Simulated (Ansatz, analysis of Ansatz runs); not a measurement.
**Moving an added hole between S sites in BiSBr (Pnma)**

Question: does an added hole stay on the S atom where it is started in BiSBr (Pnma), and if so, how high is the barrier for a hop to another S site nearby? Model: a cell of 72 host atoms.

Program: Ansatz 0.2.0. Level of theory: plane-wave PAW DFT, PBEsol+U; relaxation of all atoms of a supercell at fixed charge in a uniform background; PAW set soft_1. Results are calculated unless marked as measured.

This is a report of a sequence of runs, with most program output left out.

In doubt: warnings of the run leave room for a lower electronic state (step 3), so energies may not be the lowest and differences between runs may mislead.

## Step 1: The starting structure

The cell holds 72 atoms: 24 Bi, 24 S and 24 Br. Its edges and angles: a = 16.225 Å, b = 12.071 Å, c = 9.864 Å, α = 90.0°, β = 90.0°, γ = 90.0°. It derives from BiSBr (space group Pnma). Nearest the centre at fractional (0.250, 0.500, 0.500): S18 at 1.78 Å, S19 at 1.78 Å, Bi15 at 1.99 Å, Bi16 at 1.99 Å, Br22 at 3.34 Å, Br23 at 3.34 Å, S7 at 3.35 Å, S30 at 3.35 Å.

Hubbard terms: S p 6.0 eV. They were chosen, not fitted, to curb self-interaction in the shells named, the trial site's among them. The two sites are S18 and S19. The cell's shortest repeat is 9.9 Å.

## Step 2: The cell without the carrier

The neutral cell is relaxed first, from small random displacements, so that bond lengths and moments with the carrier can be set beside those of a relaxed cell without it.

The input, neutral.relax/input.yaml:

```yaml
crystal:
  lattice:
    - [16.22484509, 0.0, 0.0]
    - [0.0, 12.07091527, 0.0]
    - [0.0, 0.0, 9.86439231]
  atoms:
    - { symbol: Bi, position: [0.431197, 0.083333, 0.867659] }
    - { symbol: Bi, position: [0.068803, 0.25, 0.132341] }
    - { symbol: Bi, position: [0.181197, 0.083333, 0.632341] }
    - { symbol: Bi, position: [0.318803, 0.25, 0.367659] }
    - { symbol: S, position: [0.415207, 0.25, 0.050974] }
    - { symbol: S, position: [0.334793, 0.083333, 0.550974] }
    - { symbol: S, position: [0.165207, 0.25, 0.449026] }
    - { symbol: S, position: [0.084793, 0.083333, 0.949026] }
[... 60 atom lines left out ...]
    - { symbol: Br, position: [0.991415, 0.75, 0.322777] }
    - { symbol: Br, position: [0.758585, 0.916667, 0.822777] }
    - { symbol: Br, position: [0.741415, 0.75, 0.177223] }
    - { symbol: Br, position: [0.508585, 0.916667, 0.677223] }
basis:
  ecutwfc: 420
  xc_grid: 2
hamiltonian:
  xc: pbesol
  hubbard:
    sites: [{ species: S, l: p, u_eff: 6.0 }]
    projectors: ortho-atomic
  pseudopotentials: { kind: paw, azcp: { folder: soft_1 }, xc_functional: pbe }
kpoints:
  mp_grid: { grid: [1, 1, 1] }
scf:
  occupations: { method: fermi_dirac, width: 0.01 }
  max_iter: 120
  lower_state_search: "off"
output:
  forces: true
relax:
  f_tol: 0.02
  max_steps: 70
  random_displacement: { amplitude: 0.04, seed: 7287 }
checkpoint:
  write: "../neutral.relax.run"
  compress: false
  write_wavefunctions: true
  write_every: 100000
```

Command:

```
$ ansatz run input.yaml --threads 8 --pin off --max-ram 17899MiB --backend cpu --events-out ev --progress --plain --runs-dir out
```

The job ended after 45 s (8 threads of Arm Neoverse V2, shared host; peak memory 2.5 GiB; 5.6 min of CPU time).

The largest displacement from an ideal site is 0.109 Å.

## Step 3: The hole on the first site

The nearest neighbour or neighbours of the site start displaced and the site's starting moment is changed by the carrier's spin, since a carrier doesn't trap itself in the undistorted lattice.

The input, A.relax/input.yaml:

```yaml
crystal:
  lattice:
    - [16.22484509, 0.0, 0.0]
    - [0.0, 12.07091527, 0.0]
    - [0.0, 0.0, 9.86439231]
  atoms:
    - { symbol: Bi, position: [0.434347, 0.083668, 0.858342] }
    - { symbol: Bi, position: [0.065816, 0.250079, 0.141807] }
    - { symbol: Bi, position: [0.184368, 0.083478, 0.642023] }
    - { symbol: Bi, position: [0.314977, 0.24097, 0.348376] }
    - { symbol: S, position: [0.418498, 0.25041, 0.045695] }
    - { symbol: S, position: [0.331729, 0.0836, 0.545833] }
    - { symbol: S, position: [0.16868, 0.250272, 0.45469] }
    - { symbol: S, position: [0.081638, 0.083466, 0.95446] }
[... 60 atom lines left out ...]
    - { symbol: Br, position: [0.99385, 0.750055, 0.325499] }
    - { symbol: Br, position: [0.756248, 0.916622, 0.825602] }
    - { symbol: Br, position: [0.74403, 0.750474, 0.1744] }
    - { symbol: Br, position: [0.50623, 0.917031, 0.674648] }
total_charge: 1
basis:
  ecutwfc: 420
  xc_grid: 2
hamiltonian:
  xc: pbesol
  hubbard:
    sites: [{ species: S, l: p, u_eff: 6.0 }]
    projectors: ortho-atomic
  pseudopotentials: { kind: paw, azcp: { folder: soft_1 }, xc_functional: pbe }
kpoints:
  mp_grid: { grid: [1, 1, 1] }
magnetization:
  spin_polarized: true
  initial_magnetization: 1
  spin_locking: { lock_magnetization: hard }
scf:
  occupations: { method: fermi_dirac, width: 0.01 }
  max_iter: 120
  lower_state_search: "off"
output:
  forces: true
relax:
  f_tol: 0.015
  max_steps: 70
  escape_saddle: false
checkpoint:
  write: "../A.relax.run"
  compress: false
  write_wavefunctions: true
  write_every: 100000
```

The job ended after 7.8 min (8 threads; peak memory 4.2 GiB).

Step by step:

| step | energy less that of the first step (eV) | largest force component (eV/Å) |
| --- | --- | --- |
| 1 | 0.0000 | 0.8211 |
| 2 | -0.2026 | 0.6044 |
| 3 | -0.3118 | 0.5610 |
| 4 | -0.4360 | 0.3708 |
| 5 | -0.4929 | 0.2202 |
| 6 | -0.5365 | 0.1296 |
| 7 | -0.5116 | 0.4197 |
| 8 | -0.5638 | 0.0473 |
| 9 | -0.5647 | 0.0338 |
| 10 | -0.5655 | 0.0081 |

Relaxation step 7 was tried and not accepted.

The atoms that moved most (Å):

| atom | dx | dy | dz | length |
| --- | --- | --- | --- | --- |
| Bi15 | -0.475 | -0.002 | 0.269 | 0.546 |
| S18 | 0.253 | 0.002 | -0.074 | 0.264 |
| Bi49 | -0.187 | 0.000 | 0.093 | 0.209 |
| Br22 | -0.089 | -0.123 | -0.082 | 0.173 |
| Br10 | -0.089 | 0.122 | -0.083 | 0.172 |
| S19 | 0.054 | -0.110 | 0.089 | 0.152 |
| S7 | 0.051 | 0.107 | 0.093 | 0.150 |
| S20 | -0.080 | 0.000 | -0.076 | 0.110 |

The moves above count from the input, in which the site's nearest neighbours were already displaced; the distances below compare with the cell without the carrier.

Distances from S18 without and with the hole:

| atom | without (Å) | with (Å) |
| --- | --- | --- |
| Bi15 | 2.57 | 3.53 |
| Bi4 | 2.74 | 2.81 |
| Bi16 | 2.75 | 2.80 |
| Br21 | 3.41 | 3.24 |

The largest changes of the moments are 0.72 μB on S18, 0.02 μB on S19 and 0.02 μB on S7. The largest part sits on the chosen site.

## Step 4: The hole on the second site

The same start is made on the second site, to get the end of the hop.

The input, B.relax/input.yaml:

```yaml
crystal:
  lattice:
    - [16.22484509, 0.0, 0.0]
    - [0.0, 12.07091527, 0.0]
    - [0.0, 0.0, 9.86439231]
  atoms:
    - { symbol: Bi, position: [0.434347, 0.083668, 0.858342] }
    - { symbol: Bi, position: [0.065816, 0.250079, 0.141807] }
[... 4 atom lines left out ...]
    - { symbol: S, position: [0.16868, 0.250272, 0.45469] }
[... 7 atom lines left out ...]
    - { symbol: Bi, position: [0.185697, 0.407507, 0.651813] }
    - { symbol: Bi, position: [0.324728, 0.583931, 0.35344] }
[... 1 atom line left out ...]
    - { symbol: S, position: [0.331917, 0.416884, 0.545555] }
    - { symbol: S, position: [0.168662, 0.583642, 0.454897], spin: 1.0 }
[... 10 atom lines left out ...]
    - { symbol: S, position: [0.331905, 0.750392, 0.545739] }
[... 41 atom lines left out ...]
    - { symbol: Br, position: [0.50623, 0.917031, 0.674648] }
total_charge: 1
basis:
  ecutwfc: 420
  xc_grid: 2
hamiltonian:
  xc: pbesol
  hubbard:
    sites: [{ species: S, l: p, u_eff: 6.0 }]
    projectors: ortho-atomic
  pseudopotentials: { kind: paw, azcp: { folder: soft_1 }, xc_functional: pbe }
kpoints:
  mp_grid: { grid: [1, 1, 1] }
magnetization:
  spin_polarized: true
  initial_magnetization: 1
  spin_locking: { lock_magnetization: hard }
scf:
  occupations: { method: fermi_dirac, width: 0.01 }
  max_iter: 120
  lower_state_search: "off"
output:
  forces: true
relax:
  f_tol: 0.015
  max_steps: 70
  escape_saddle: false
checkpoint:
  write: "../B.relax.run"
  compress: false
  write_wavefunctions: true
  write_every: 100000
```

The job ended after 10 min (8 threads; peak memory 4.2 GiB).

Distances from S19 without and with the hole:

| atom | without (Å) | with (Å) |
| --- | --- | --- |
| Bi16 | 2.57 | 3.52 |
| Bi27 | 2.74 | 2.81 |
| Bi15 | 2.74 | 2.81 |
| Br24 | 3.41 | 3.24 |

The largest changes of the moments are 0.72 μB on S19, 0.02 μB on S18 and 0.02 μB on S30. The largest part sits on the chosen site.

## Step 5: Points on the line between the two structures

All atoms move on the straight line between the two relaxed structures, 16.16 amu^1/2 Å long in mass-weighted terms. Each point starts from the state of the point before, once from either end, so that both localised states can be followed; the midpoint is also started with the carrier shared.

The input, A.x0500/input.yaml:

```yaml
crystal:
  lattice:
    - [16.22484509, 0.0, 0.0]
    - [0.0, 12.07091527, 0.0]
    - [0.0, 0.0, 9.86439231]
  atoms:
    - { symbol: Bi, position: [0.433122, 0.082777, 0.858939] }
    - { symbol: Bi, position: [0.064894, 0.248779, 0.14164] }
[... 4 atom lines left out ...]
    - { symbol: S, position: [0.169541, 0.254805, 0.460122] }
[... 7 atom lines left out ...]
    - { symbol: Bi, position: [0.166405, 0.415347, 0.660966] }
    - { symbol: Bi, position: [0.333511, 0.584998, 0.338421] }
[... 1 atom line left out ...]
    - { symbol: S, position: [0.337784, 0.421419, 0.536891], spin: 1.0 }
    - { symbol: S, position: [0.162261, 0.579015, 0.462513] }
[... 10 atom lines left out ...]
    - { symbol: S, position: [0.330399, 0.745664, 0.539511] }
[... 41 atom lines left out ...]
    - { symbol: Br, position: [0.50433, 0.916737, 0.674591] }
total_charge: 1
basis:
  ecutwfc: 420
  xc_grid: 2
hamiltonian:
  xc: pbesol
  hubbard:
    sites: [{ species: S, l: p, u_eff: 6.0 }]
    projectors: ortho-atomic
  pseudopotentials: { kind: paw, azcp: { folder: soft_1 }, xc_functional: pbe }
kpoints:
  mp_grid: { grid: [1, 1, 1] }
magnetization:
  spin_polarized: true
  initial_magnetization: 1
  spin_locking: { lock_magnetization: hard }
scf:
  occupations: { method: fermi_dirac, width: 0.01 }
  max_iter: 120
  lower_state_search: "off"
output:
  forces: true
  eigenvalues: true
  eigenstates: { localisation: true }
  write_density: true
  write_potential: true
  volumetric_format: npy
checkpoint:
  read: "../A.x0375.run"
  write: "../A.x0500.run"
  compress: false
  write_wavefunctions: true
  write_every: 100000
```

Run time: 56 s. Hardware: 8 threads; peak memory 4.2 GiB.

States next to the filling edge at the first k-point, on the run's own zero (eigenstates.tsv). The participation number counts the atoms that a state is spread over, of 72; bands count from 0.

| spin | band | energy (eV) | occupation | participation | largest share on | share |
| --- | --- | --- | --- | --- | --- | --- |
| down | 329 | 5.413 | 1.00 | 40.5 | Br34 | 0.07 |
| down | 330 | 5.428 | 1.00 | 29.9 | S19 | 0.10 |
| down | 331 | 5.478 | 1.00 | 17.0 | S19 | 0.18 |
| down | 332 | 5.540 | 1.00 | 24.8 | S19 | 0.14 |
| down | 333 | 5.639 | 1.00 | 44.3 | Br47 | 0.05 |
| down | 334 | 5.712 | 1.00 | 28.4 | S19 | 0.13 |
| down | 335 | 7.320 | 0.00 | 5.9 | S18 | 0.30 |
| down | 336 | 8.004 | 0.00 | 51.3 | Bi16 | 0.06 |
| down | 337 | 8.321 | 0.00 | 16.0 | Bi16 | 0.21 |
| down | 338 | 8.469 | 0.00 | 37.4 | Bi15 | 0.08 |
| down | 339 | 8.495 | 0.00 | 38.5 | Bi26 | 0.09 |
| up | 330 | 5.392 | 1.00 | 28.7 | Br69 | 0.09 |
| up | 331 | 5.416 | 1.00 | 38.5 | Br69 | 0.07 |
| up | 332 | 5.458 | 1.00 | 16.8 | Br57 | 0.15 |
| up | 333 | 5.496 | 1.00 | 28.6 | S19 | 0.12 |
| up | 334 | 5.645 | 1.00 | 47.7 | Br47 | 0.04 |
| up | 335 | 5.674 | 1.00 | 44.3 | S19 | 0.07 |
| up | 336 | 7.961 | 0.00 | 28.7 | Bi15 | 0.13 |
| up | 337 | 8.158 | 0.00 | 18.0 | Bi15 | 0.20 |
| up | 338 | 8.327 | 0.00 | 18.3 | Bi16 | 0.19 |
| up | 339 | 8.476 | 0.00 | 35.9 | Bi26 | 0.08 |
| up | 340 | 8.504 | 0.00 | 34.4 | Bi39 | 0.06 |

Under PBEsol+U (6 eV) at the zone centre alone, the highest filled state is spin down, spread over 28 of 72 atoms, and the lowest empty one, 1.61 eV above it, is spin down, spread over 6 of 72 atoms.

The largest moments in the atoms' spheres: S18 0.67, S19 0.10, S7 0.02, Bi16 -0.01, Bi15 -0.01, Br48 0.01 μB.

Spin density in the ab plane at fractional z = 0.500, through the centre, with atoms of S within 0.45 Å of it.

Values in e/Å³, 13 rows by 16 columns, each cell a mean:
```
0.00 0.00 0.00 0.00 0.00 0.00 0.00 0.00 0.00 0.00 0.00 0.00 0.00 0.00 0.00 0.00
0.00 0.00 0.00 0.00 0.00 0.00 0.00 0.00 0.00 0.00 0.00 0.00 0.00 0.00 0.00 0.00
0.00 0.00 0.00 0.00 0.00 0.00 0.00 0.00 0.00 0.00 0.00 0.00 0.00 0.00 0.00 0.00
0.00 0.00 0.00 0.00 0.00 0.00 0.00 0.00 0.00 0.00 0.00 0.00 0.00 0.00 0.00 0.00
0.00 0.01 0.01 0.00 0.00 0.00 0.00 0.00 0.00 0.00 0.00 0.00 0.00 0.00 0.00 0.00
0.00 0.01 0.02 0.02 0.00 0.00 0.00 0.00 0.00 0.00 0.00 0.00 0.00 0.00 0.00 0.00
0.00 0.00 0.00 0.00 0.06 0.04 0.02 0.00 0.00 0.00 0.00 0.00 0.00 0.00 0.00 0.00
0.00 0.00 0.00 0.00 0.13 0.11 0.13 0.01 0.00 0.00 0.00 0.00 0.00 0.00 0.00 0.00
0.00 0.00 0.00 0.00 0.01 0.02 0.04 0.00 0.00 0.00 0.00 0.00 0.00 0.00 0.00 0.00
0.00 0.00 0.00 0.00 0.00 0.00 0.00 0.00 0.00 0.00 0.00 0.00 0.00 0.00 0.00 0.00
0.00 0.00 0.00 0.00 0.00 0.00 0.00 0.00 0.00 0.00 0.00 0.00 0.00 0.00 0.00 0.00
0.00 0.00 0.00 0.00 0.00 0.00 0.00 0.00 0.00 0.00 0.00 0.00 0.00 0.00 0.00 0.00
0.00 0.00 0.00 0.00 0.00 0.00 0.00 0.00 0.00 0.00 0.00 0.00 0.00 0.00 0.00 0.00
```
Columns run along a (16.2 Å), rows up along b (12.1 Å). Atoms in or near the plane, at fractional coordinates: S at (0.33, 0.08), S at (0.17, 0.25), S at (0.34, 0.42), S at (0.16, 0.58), S at (0.33, 0.75), S at (0.17, 0.92), S at (0.83, 0.08), S at (0.83, 0.42), S at (0.67, 0.58), S at (0.67, 0.92).

Electrostatic potential energy in the ab plane at fractional z = 0.500, through the centre, with atoms of S within 0.45 Å of it. With pseudopotentials it is smooth inside the atoms' cores, unlike the true potential.

Ten even steps from '0' (-33 eV) to '9' (12 eV), each cell a mean:
```
99999864589998899999999999986458999889999999
99999710058988889999999999971005898888999999
99999731268988889999999999973026899888999999
99999987789998889999999999998778999888999999
99999998899987558999999999999889998745799999
99999998889972004899999999999888997300489999
99999998889972005899999999999888998411589999
99999998999997668999999999999889999877899999
99999864689999999999999999986458999889999999
99999500169999999999999999971005898888999999
99999610169999999999999999973026899888999999
99999876799998889999999999998778999888999999
99999999999986336899999999999889998755799999
99999999999972001699999999999888997200489999
99999999999985103799999999999888998401589999
99999998899998778999999999999889999877899999
99999853479998889999999999986458999889999999
99999610048988889999999999971005898888999999
99999731268998889999999999973126899888999999
99999987789998889999999999998778999888999999
99999998889986457999999999999889998645799999
99999988889972004899999999999888997200489999
99999998889984115899999999999888998411589999
99999998899998778999999999999889999877899999
```
Columns run along a (16.2 Å; values clipped at the 3rd and 97th percentile), rows up along b (12.1 Å). Atoms in or near the plane, at fractional coordinates: S at (0.33, 0.08), S at (0.17, 0.25), S at (0.34, 0.42), S at (0.16, 0.58), S at (0.33, 0.75), S at (0.17, 0.92), S at (0.83, 0.08), S at (0.83, 0.42), S at (0.67, 0.58), S at (0.67, 0.92).

Valence density in the ab plane at fractional z = 0.500, through the centre, with atoms of S within 0.45 Å of it. It is the smooth field of the valence electrons, not physical close to the nuclei.

Values in e/Å³, 13 rows by 16 columns, each cell a mean:
```
0.0 0.1 0.9 0.6 0.1 0.2 0.0 0.0 0.0 0.2 0.9 0.6 0.1 0.2 0.0 0.0
0.0 0.1 0.8 0.6 0.1 0.2 0.0 0.0 0.0 0.1 0.8 0.6 0.1 0.2 0.1 0.0
0.0 0.0 0.2 0.2 0.4 0.8 0.2 0.0 0.0 0.0 0.2 0.2 0.4 0.8 0.2 0.0
0.0 0.0 0.1 0.1 0.5 1.0 0.3 0.0 0.0 0.0 0.1 0.1 0.5 1.0 0.3 0.0
0.0 0.1 0.7 0.4 0.2 0.3 0.1 0.0 0.0 0.1 0.6 0.4 0.2 0.3 0.1 0.0
0.0 0.3 1.0 0.6 0.1 0.1 0.0 0.0 0.0 0.2 1.0 0.7 0.1 0.1 0.0 0.0
0.0 0.1 0.4 0.2 0.2 0.7 0.2 0.0 0.0 0.1 0.3 0.3 0.3 0.6 0.1 0.0
0.0 0.0 0.1 0.1 0.4 1.1 0.4 0.0 0.0 0.0 0.1 0.1 0.5 1.1 0.3 0.0
0.0 0.1 0.4 0.3 0.2 0.5 0.1 0.0 0.0 0.1 0.4 0.3 0.3 0.5 0.1 0.0
0.0 0.2 1.0 0.8 0.1 0.1 0.0 0.0 0.0 0.2 1.0 0.7 0.1 0.1 0.0 0.0
0.0 0.1 0.6 0.4 0.2 0.3 0.1 0.0 0.0 0.1 0.6 0.4 0.2 0.3 0.1 0.0
0.0 0.0 0.1 0.1 0.5 1.0 0.3 0.0 0.0 0.0 0.1 0.1 0.5 1.0 0.3 0.0
0.0 0.0 0.2 0.2 0.4 0.8 0.2 0.0 0.0 0.0 0.2 0.2 0.4 0.8 0.2 0.0
```
Columns run along a (16.2 Å), rows up along b (12.1 Å). Atoms in or near the plane, at fractional coordinates: S at (0.33, 0.08), S at (0.17, 0.25), S at (0.34, 0.42), S at (0.16, 0.58), S at (0.33, 0.75), S at (0.17, 0.92), S at (0.83, 0.08), S at (0.83, 0.42), S at (0.67, 0.58), S at (0.67, 0.92).

Free energies from the first end:

| started from | fraction | energy (eV) | moment change on S18 (μB) | on S19 (μB) |
| --- | --- | --- | --- | --- |
| first site | 0 | 0.000 | 0.72 | 0.02 |
| first site | 0.125 | 0.057 | 0.71 | 0.03 |
| first site | 0.25 | 0.194 | 0.70 | 0.04 |
| first site | 0.375 | 0.372 | 0.68 | 0.06 |
| first site | 0.5 | 0.558 | 0.67 | 0.10 |
| first site | 0.625 | 0.374 | 0.06 | 0.68 |
| second site | 0.875 | 0.057 | 0.03 | 0.71 |
| second site | 0.75 | 0.195 | 0.04 | 0.70 |
| second site | 0.625 | 0.374 | 0.06 | 0.68 |
| second site | 0.5 | 0.561 | 0.10 | 0.67 |
| second site | 0.375 | 0.372 | 0.68 | 0.06 |
| shared | 0.5 | 0.647 | 0.47 | 0.48 |
| second site | 1 | 0.000 | 0.02 | 0.72 |

## Step 6: What came out

```yaml
barrier_forward: 0.56 eV
barrier_backward: 0.56 eV
distance_of_the_two_sites_without_the_carrier: 3.44 Å
carrier_at_the_midpoint: on one site
```

What this shows: On this line the hole must cross 0.56 eV to hop 3.44 Å; both ends have the same energy within 0.005 eV. At the midpoint the lowest state found keeps the carrier on one site, so the two localised curves cross in a cusp. This suggests weak coupling and a hop slower than the barrier alone implies, though U itself penalises the shared state. With an assumed attempt frequency of 1e13 per second the rate at 300 K would be 4e+03 per second for this barrier, if every crossing succeeded. A straight line need not be the lowest path, so the true barrier at this U can be lower, or higher if the ends can still break their symmetry. No run compares the localised hole with one spread in the band, so its binding is unknown and the barrier may exceed it. The program's search for lower electronic states was switched off in all runs, so that each state is followed; none is shown to be the lowest at its structure. No image-charge correction is applied; it nearly cancels along the line while the charge stays localised. What this leaves open: sampling at the zone centre alone can move energies of charged and open-shell states by tenths of an eV or more in cells of this size; gap and trapping depend on the U chosen (S p 6.0 eV); spin–orbit coupling, which can matter with heavy atoms, is left out.

[Logs are printed without paths, hosts, clocks, repeated set-up lines and the standing remarks that a program may print on its own settings, such as how far it seeks lower states.]

[Hosts, paths, dates, database ids (printed as entryN), source tags and the programs' standing remarks are cut or masked in the printed files.]
